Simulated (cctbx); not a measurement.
## A disordered crystal of nominal SrLaPrNi2

Cell a = 9.0760 Å, b = 8.0040 Å, c = 7.9880 Å, α = 90.00°, β = 106.87°, γ = 90.00°; space group C2/m (no. 12); nominal formula SrLaPrNi2.

The data are simulated with cctbx, not measured: Ga Kα, λ = 1.3414 Å, to d = 0.8 Å, 80 % of the full sphere, strongest reflection 20000 counts, noise from counting, a 2 % proportional error and a noise floor of 15 counts (s.d.); no absorption.

With every site full:

```text
Rint 0.023, 602 unique reflections to 0.80 A
cycle     R1     wR2    GooF  max shift (A)
   1  0.1535  0.3167  11.070   0.00720
   2  0.0491  0.1235   4.318   0.00010
final R1 0.0493 wR2 0.1235 GooF 4.318  parameters 26  data/parameter 23.2
atom        x        y        z      Ueq    occ   su(xyz)  su(Uiso or U11)
Pr1    0.70074  0.50000  0.74006   0.0081  1.000  0.00018  0.0006
La1    0.17116  0.50000  0.73338   0.0074  1.000  0.00018  0.0006
Sr1    0.00000  0.23799  0.00000   0.0090  1.000  0.00029  0.0010
Ni1    0.90042  0.23544  0.59807   0.0381  1.000  0.00055  0.0020
difference map: max 2.14 min -5.10 rms 0.74
Q1    0.1284  0.5000  0.7223    4    2.15  0.37 A from La1
Q2    0.2083  0.0417  0.7250    8    1.94  0.37 A from Pr1
Q3    0.1994  0.5000  0.7400    4    1.85  0.25 A from La1
Q4    0.0000  0.2589  0.0000    4    1.59  0.17 A from Sr1
Q5    0.1467  0.5000  0.2787    4    1.38  1.44 A from Pr1
Q6    0.0452  0.1322  0.4700    8    1.34  1.17 A from Ni1
```

With the occupancies of the suspect sites free, each still typed as its main element:

```text
Rint 0.023, 602 unique reflections to 0.80 A
cycle     R1     wR2    GooF  max shift (A)
   1  0.1253  0.2649   9.267   0.00494
   5  0.0132  0.0259   0.908   0.00002
final R1 0.0132 wR2 0.0259 GooF 0.908  parameters 27  data/parameter 22.3
atom        x        y        z      Ueq    occ   su(xyz)  su(Uiso or U11)
Pr1    0.70082  0.50000  0.74010   0.0094  1.000  0.00004  0.0001
La1    0.17131  0.50000  0.73350   0.0087  1.000  0.00004  0.0001
Sr1    0.00000  0.23808  0.00000   0.0102  1.000  0.00006  0.0002
Ni1    0.90116  0.23522  0.59857   0.0089  0.602  0.00011  0.0005
su of occupancy Ni1: 0.003
difference map: max 0.91 min -0.94 rms 0.21
Q1    0.2374  0.0000  0.6632    4    0.95  0.78 A from Pr1
Q2    0.1475  0.5000  0.2898    4    0.92  1.46 A from Pr1
Q3    0.1559  0.2044  0.0028    8    0.89  1.43 A from Sr1
Q4    0.0000  0.0000  0.0000    2    0.82  1.91 A from Sr1
Q5    0.1972  0.5000  0.1899    4    0.76  0.93 A from Pr1
Q6    0.0613  0.0000  0.3834    4    0.71  1.91 A from Ni1
```

**Question.** What is the disorder?

X-rays count electrons. Ni1 refines to 0.602(0.003), or 16.9 electrons; the site truly holds 0.6 Ni, 16.8 electrons, which is 0.600 of Ni. A value under 1 can't tell vacancies from a lighter guest, and one over 1 needs a heavier guest; chemistry or a second radiation must settle which. Occupancy correlates with U and the scale, so the match is approximate.

Freeing them takes R1 from 0.0493 to 0.0132 and GooF from 4.32 to 0.91.

The model was made for the exercise: a known structure type with other elements put in, its volume estimated, not relaxed; displacement parameters are assumed.

[Middle refinement cycles are left out of these outputs.]

[Logs are printed without paths, hosts, clocks, repeated set-up lines and the standing remarks that a program may print on its own settings, such as how far it seeks lower states.]
